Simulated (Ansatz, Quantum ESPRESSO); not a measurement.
# Ballistic transmission: vacuum gap of 6.0 Å between two Pt(100) faces, part 3 of 5

Aim: the zero-bias transmission with pwcond for this junction: vacuum gap of 6.0 Å between two Pt(100) faces.

Quantum ESPRESSO 7.5; plane-wave DFT, LDA, GBRV ultrasoft pseudopotentials; cross-check by Ansatz 0.2.0 with PAW datasets.

So far. Step 3 (Transmission with pwcond.x): The run is unpolarised; a magnetic state was not tried, may lie lower and would change T. Step 3 (Transmission with pwcond.x): At no point does T exceed the number of channels.

## Step 4: Transmission with pwcond.x, with nz1 = 3

Level of this step: transmission by pwcond, lead and junction from one cell; plane-wave DFT, LDA, GBRV ultrasoft pseudopotentials (Quantum ESPRESSO).

A sensitivity test on the input.

cond.w.in

```
&inputcond
  outdir = './out'
  prefixt = 'scf'
  tran_file = 'cond.w.dat'
  bdl = 2.8284271247
  bds = 12.7439521899
  ikind = 1
  ewind = 4.0
  epsproj = 1e-05
  nz1 = 3
  energy0 = 0.4
  denergy = -0.4
/
28
  0.00000000 0.00000000 0.00694444
  0.00000000 0.08333333 0.02777778
  0.00000000 0.16666667 0.02777778
  0.00000000 0.25000000 0.02777778
  0.00000000 0.33333333 0.02777778
  0.00000000 0.41666667 0.02777778
  0.00000000 0.50000000 0.01388889
  0.08333333 0.08333333 0.02777778
  0.08333333 0.16666667 0.05555556
  0.08333333 0.25000000 0.05555556
  0.08333333 0.33333333 0.05555556
  0.08333333 0.41666667 0.05555556
  0.08333333 0.50000000 0.02777778
  0.16666667 0.16666667 0.02777778
  0.16666667 0.25000000 0.05555556
  0.16666667 0.33333333 0.05555556
  0.16666667 0.41666667 0.05555556
  0.16666667 0.50000000 0.02777778
  0.25000000 0.25000000 0.02777778
  0.25000000 0.33333333 0.05555556
  0.25000000 0.41666667 0.05555556
  0.25000000 0.50000000 0.02777778
  0.33333333 0.33333333 0.02777778
  0.33333333 0.41666667 0.05555556
  0.33333333 0.50000000 0.02777778
  0.41666667 0.41666667 0.02777778
  0.41666667 0.50000000 0.02777778
  0.50000000 0.50000000 0.00694444
3
```

Started as:

```
OMP_NUM_THREADS=1 mpirun -n 4 pwcond.x -in cond.w.in > cond.w.out
```

Output:

```text
[banner, memory and clock lines left out]
Program PWCOND v.7.5 starts
[citation notice left out]

[...]
./out/scf.save/

[...]
negative rho (up, down):  2.819E+00 0.000E+00
     Reading collected, re-writing distributed wavefunctions

===== INPUT FILE containing all the regions =====

     GEOMETRY:

     lattice parameter (alat)  =       5.3049  a.u.
     the volume                =    1902.5114 (a.u.)^3
     the cross section         =      28.1416 (a.u.)^2
     l of the unit cell        =      12.7440 (alat)
     number of atoms/cell      =           16
     number of atomic types    =            1

     crystal axes: (cart. coord. in units of alat)
               a(1) = (  1.0000  0.0000  0.0000 )
               a(2) = (  0.0000  1.0000  0.0000 )
               a(3) = (  0.0000  0.0000 12.7440 )

   Cartesian axes

     site n.     atom                  positions (alat units)
          1        Pt     tau(  1)=(  0.0000  0.0000 12.7440  )
          2        Pt     tau(  2)=(  0.5000  0.5000  0.7071  )
          3        Pt     tau(  3)=(  0.0000  0.0000  1.4142  )
          4        Pt     tau(  4)=(  0.5000  0.5000  2.1213  )
          5        Pt     tau(  5)=(  0.0000  0.0000  2.8284  )
          6        Pt     tau(  6)=(  0.5000  0.5000  3.5355  )
          7        Pt     tau(  7)=(  0.0000  0.0000  4.2426  )
          8        Pt     tau(  8)=(  0.5000  0.5000  4.9497  )
          9        Pt     tau(  9)=(  0.0000  0.0000  7.0871  )
         10        Pt     tau( 10)=(  0.5000  0.5000  7.7942  )
         11        Pt     tau( 11)=(  0.0000  0.0000  8.5013  )
         12        Pt     tau( 12)=(  0.5000  0.5000  9.2084  )
         13        Pt     tau( 13)=(  0.0000  0.0000  9.9155  )
         14        Pt     tau( 14)=(  0.5000  0.5000 10.6226  )
         15        Pt     tau( 15)=(  0.0000  0.0000 11.3297  )
         16        Pt     tau( 16)=(  0.5000  0.5000 12.0368  )

     nr1s                      =           24
     nr2s                      =           24
     nr3s                      =          288
     nr1sx                     =           24
     nr2sx                     =           24
     nr3sx                     =          288
     nr1                       =           24
     nr2                       =           24
     nr3                       =          320
     nr1x                      =           24
     nr2x                      =           24
     nr3x                      =          320

 _______________________________
  Radii of nonlocal spheres:

     type       ibeta     ang. mom.          radius (alat units)
       Pt         1         0                    0.4683
       Pt         2         0                    0.4683
       Pt         3         1                    0.4683
       Pt         4         1                    0.4683
       Pt         5         2                    0.4683
       Pt         6         2                    0.4683
----- General information -----

--- T calc. with identical leads (ikind=1) ---

     nrx                       =           24
     nry                       =           24
     nz1                       =            3

     energy0               =         4.0E-01
     denergy               =        -4.0E-01
     nenergy               =          3
     ecut2d                =         4.0E+01
     ewind                 =         4.0E+00
     epsproj               =         1.0E-05

     number of k_|| points=   28
                       cryst. coord.
        k(    1) = (   0.0000000   0.0000000), wk =   0.0069444
        k(    2) = (   0.0000000   0.0833333), wk =   0.0277778
[...]
k(   28) = (   0.5000000   0.5000000), wk =   0.0069444
----- Information about left/right lead -----

     nocros                   =           18
     noins                    =           54
     norb                     =           90
     norbf                    =          234
     nrz                      =           64

      iorb      type   ibeta   ang. mom.   m       position (alat)
        1        1       1        0        1   taunew(   1)=(  0.0000  0.0000  0.0000)
        2        1       2        0        1   taunew(   2)=(  0.0000  0.0000  0.0000)
[...]
90        1       6        2        5   taunew(  90)=(  0.0000  0.0000  2.8284)
----- Information about scattering region -----

     noins                    =          198
     norb                     =          234
     norbf                    =          234
     nrz                      =          224

      iorb      type   ibeta   ang. mom.   m       position (alat)
        1        1       1        0        1   taunew(   1)=(  0.0000  0.0000  0.0000)
        2        1       2        0        1   taunew(   2)=(  0.0000  0.0000  0.0000)
[...]
234        1       6        2        5   taunew( 234)=(  0.0000  0.0000  9.9155)
 ngper, shell number =           89          15
 ngper, n2d =           89          68
---  E-Ef =    0.4000000  k =    0.0000000   0.0000000
---  ie =          1  ik =          1
 Nchannels of the left tip =            3
 Right moving states:
   k1(2pi/a)   k2(2pi/a)   E-Ef (eV)
  -0.1188173  -0.0000006   0.4000000
  -0.1188173  -0.0000006   0.4000000
  -0.3094109   0.0000006   0.4000000
 Left moving states:
   k1(2pi/a)   k2(2pi/a)   E-Ef (eV)
   0.1188173  -0.0000006   0.4000000
   0.1188173  -0.0000006   0.4000000
   0.3094111   0.0000006   0.4000000

 to transmit
 Band j to band i transmissions and reflections:
    j         i     |T_ij|^2    |R_ij|^2

    1 -->     1     0.00000     0.68371
    1 -->     2     0.00000     0.31629
    1 -->     3     0.00000     0.00000
   Total T_j, R_j =    0.00000  1.00000

    2 -->     1     0.00000     0.31629
    2 -->     2     0.00000     0.68371
    2 -->     3     0.00000     0.00000
   Total T_j, R_j =    0.00000  1.00000

    3 -->     1     0.00000     0.00000
    3 -->     2     0.00000     0.00000
    3 -->     3     0.04248     0.95752
   Total T_j, R_j =    0.04248  0.95752

E-Ef(ev), T(x2 spins) =    0.4000000   0.0849570
---  E-Ef =    0.0000000  k =    0.0000000   0.0000000
---  ie =          2  ik =          1
 Nchannels of the left tip =            4
 Right moving states:
   k1(2pi/a)   k2(2pi/a)   E-Ef (eV)
  -0.1670053  -0.0000008   0.0000000
  -0.3413107  -0.0000006   0.0000000
  -0.3413107  -0.0000006   0.0000000
  -0.3645688   0.0000005   0.0000000
 Left moving states:
   k1(2pi/a)   k2(2pi/a)   E-Ef (eV)
   0.1670053  -0.0000008   0.0000000
   0.3413108  -0.0000006   0.0000000
   0.3413108  -0.0000006   0.0000000
   0.3645690   0.0000005   0.0000000

 to transmit
 Band j to band i transmissions and reflections:
    j         i     |T_ij|^2    |R_ij|^2

    1 -->     1     0.00000     1.00000
    1 -->     2     0.00000     0.00000
    1 -->     3     0.00000     0.00000
    1 -->     4     0.00000     0.00000
   Total T_j, R_j =    0.00000  1.00000

    2 -->     1     0.00000     0.00000
    2 -->     2     0.00000     0.23050
    2 -->     3     0.00000     0.76950
    2 -->     4     0.00000     0.00000
   Total T_j, R_j =    0.00000  1.00000

    3 -->     1     0.00000     0.00000
    3 -->     2     0.00000     0.76950
    3 -->     3     0.00000     0.23050
    3 -->     4     0.00000     0.00000
   Total T_j, R_j =    0.00000  1.00000

    4 -->     1     0.00000     0.00000
    4 -->     2     0.00000     0.00000
    4 -->     3     0.00000     0.00000
    4 -->     4     0.02672     0.97328
   Total T_j, R_j =    0.02672  0.97328

E-Ef(ev), T(x2 spins) =    0.0000000   0.0534340
---  E-Ef =   -0.4000000  k =    0.0000000   0.0000000
---  ie =          3  ik =          1
 Nchannels of the left tip =            4
 Right moving states:
   k1(2pi/a)   k2(2pi/a)   E-Ef (eV)
   0.3289393  -0.0000008  -0.4000000
  -0.4192943   0.0000003  -0.4000000
  -0.4863438  -0.0000006  -0.4000000
  -0.4863438  -0.0000006  -0.4000000
 Left moving states:
   k1(2pi/a)   k2(2pi/a)   E-Ef (eV)
  -0.3289393  -0.0000008  -0.4000000
   0.4192945   0.0000003  -0.4000000
   0.4863438  -0.0000006  -0.4000000
   0.4863438  -0.0000006  -0.4000000

 to transmit
 Band j to band i transmissions and reflections:
    j         i     |T_ij|^2    |R_ij|^2

    1 -->     1     0.00000     1.00000
    1 -->     2     0.00000     0.00000
    1 -->     3     0.00000     0.00000
    1 -->     4     0.00000     0.00000
   Total T_j, R_j =    0.00000  1.00000

    2 -->     1     0.00000     0.00000
    2 -->     2     0.01843     0.98157
    2 -->     3     0.00000     0.00000
    2 -->     4     0.00000     0.00000
   Total T_j, R_j =    0.01843  0.98157

    3 -->     1     0.00000     0.00000
    3 -->     2     0.00000     0.00000
    3 -->     3     0.00000     0.00072
    3 -->     4     0.00000     0.99928
   Total T_j, R_j =    0.00000  1.00000

    4 -->     1     0.00000     0.00000
    4 -->     2     0.00000     0.00000
    4 -->     3     0.00000     0.99928
    4 -->     4     0.00000     0.00072
   Total T_j, R_j =    0.00000  1.00000

E-Ef(ev), T(x2 spins) =   -0.4000000   0.0368605
 ngper, shell number =           91          51
 ngper, n2d =           91          69
[... further energies and points left out ...]
---  E-Ef =    0.4000000  k =    0.5000000   0.5000000
---  ie =          1  ik =         28
 Nchannels of the left tip =            2
 Right moving states:
   k1(2pi/a)   k2(2pi/a)   E-Ef (eV)
  -0.0447289  -0.0000007   0.4000000
  -0.0447289  -0.0000007   0.4000000
 Left moving states:
   k1(2pi/a)   k2(2pi/a)   E-Ef (eV)
   0.0447289  -0.0000007   0.4000000
   0.0447289  -0.0000007   0.4000000

 to transmit
 Band j to band i transmissions and reflections:
    j         i     |T_ij|^2    |R_ij|^2

    1 -->     1     0.00000     0.98228
    1 -->     2     0.00000     0.01771
   Total T_j, R_j =    0.00000  1.00000

    2 -->     1     0.00000     0.01771
    2 -->     2     0.00000     0.98228
   Total T_j, R_j =    0.00000  1.00000

E-Ef(ev), T(x2 spins) =    0.4000000   0.0000131
---  E-Ef =    0.0000000  k =    0.5000000   0.5000000
---  ie =          2  ik =         28
 Nchannels of the left tip =            4
 Right moving states:
   k1(2pi/a)   k2(2pi/a)   E-Ef (eV)
  -0.0882612  -0.0000041   0.0000000
  -0.0907764  -0.0000004   0.0000000
  -0.1404148  -0.0000007   0.0000000
  -0.1404148  -0.0000007   0.0000000
 Left moving states:
   k1(2pi/a)   k2(2pi/a)   E-Ef (eV)
   0.0882613  -0.0000041   0.0000000
   0.0907765  -0.0000004   0.0000000
   0.1404149  -0.0000007   0.0000000
   0.1404149  -0.0000007   0.0000000

 to transmit
 Band j to band i transmissions and reflections:
    j         i     |T_ij|^2    |R_ij|^2

    1 -->     1     0.00001     0.99999
    1 -->     2     0.00000     0.00000
    1 -->     3     0.00000     0.00000
    1 -->     4     0.00000     0.00000
   Total T_j, R_j =    0.00001  0.99999

    2 -->     1     0.00000     0.00000
    2 -->     2     0.00001     0.99999
    2 -->     3     0.00000     0.00000
    2 -->     4     0.00000     0.00000
   Total T_j, R_j =    0.00001  0.99999

    3 -->     1     0.00000     0.00000
    3 -->     2     0.00000     0.00000
    3 -->     3     0.00001     0.36574
    3 -->     4     0.00000     0.63425
   Total T_j, R_j =    0.00001  0.99999

    4 -->     1     0.00000     0.00000
    4 -->     2     0.00000     0.00000
    4 -->     3     0.00000     0.63425
    4 -->     4     0.00001     0.36574
   Total T_j, R_j =    0.00001  0.99999

E-Ef(ev), T(x2 spins) =    0.0000000   0.0000702
---  E-Ef =   -0.4000000  k =    0.5000000   0.5000000
---  ie =          3  ik =         28
 Nchannels of the left tip =            4
 Right moving states:
   k1(2pi/a)   k2(2pi/a)   E-Ef (eV)
  -0.2142367  -0.0000007  -0.4000000
  -0.2142367  -0.0000007  -0.4000000
  -0.3541329  -0.0000037  -0.4000000
  -0.3548233  -0.0000003  -0.4000000
 Left moving states:
   k1(2pi/a)   k2(2pi/a)   E-Ef (eV)
   0.2142368  -0.0000007  -0.4000000
   0.2142368  -0.0000007  -0.4000000
   0.3541329  -0.0000037  -0.4000000
   0.3548234  -0.0000003  -0.4000000

 to transmit
 Band j to band i transmissions and reflections:
    j         i     |T_ij|^2    |R_ij|^2

    1 -->     1     0.00001     0.61075
    1 -->     2     0.00000     0.38924
    1 -->     3     0.00000     0.00000
    1 -->     4     0.00000     0.00000
   Total T_j, R_j =    0.00001  0.99999

    2 -->     1     0.00000     0.38924
    2 -->     2     0.00001     0.61075
    2 -->     3     0.00000     0.00000
    2 -->     4     0.00000     0.00000
   Total T_j, R_j =    0.00001  0.99999

    3 -->     1     0.00000     0.00000
    3 -->     2     0.00000     0.00000
    3 -->     3     0.00001     0.99999
    3 -->     4     0.00000     0.00000
   Total T_j, R_j =    0.00001  0.99999

    4 -->     1     0.00000     0.00000
    4 -->     2     0.00000     0.00000
    4 -->     3     0.00000     0.00000
    4 -->     4     0.00001     0.99999
   Total T_j, R_j =    0.00001  0.99999

E-Ef(ev), T(x2 spins) =   -0.4000000   0.0000723
   T_tot     0.40000      0.97718E-02
   T_tot     0.00000      0.11276E-01
   T_tot    -0.40000      0.24250E-01

[...]
```

Run time: 97 s. Hardware: 4 MPI ranks of Arm Neoverse V2, shared host; peak memory 0.26 GiB.

The changed values were drawn from a wide range, not chosen for quality; the comparison shows what they did here together.

Beside the run it was changed from:

```tsv
quantity	this run	unchanged run	difference
transmission at the Fermi level, one spin	0.005638	0.005356	2.8e-4
lead channels at the Fermi level, one spin	1.972	1.944	0.028
wall time (s)	97	122
```

Over all energies T moves by up to 7.9e-4, at -0.4 eV.

The physical values in this table move by up to 5.3 %.

[end of part 3 of 5]

[Logs are printed without paths, hosts, clocks, repeated set-up lines and the standing remarks that a program may print on its own settings, such as how far it seeks lower states.]

[Hosts, paths, dates, database ids (printed as entryN), source tags and the programs' standing remarks are cut or masked in the printed files.]

[Maps of the electrostatic potential energy from Ansatz leave out the sawtooth potential of an applied field or a dipole correction, so their vacuum need not be flat; planar profiles and work functions include it.]
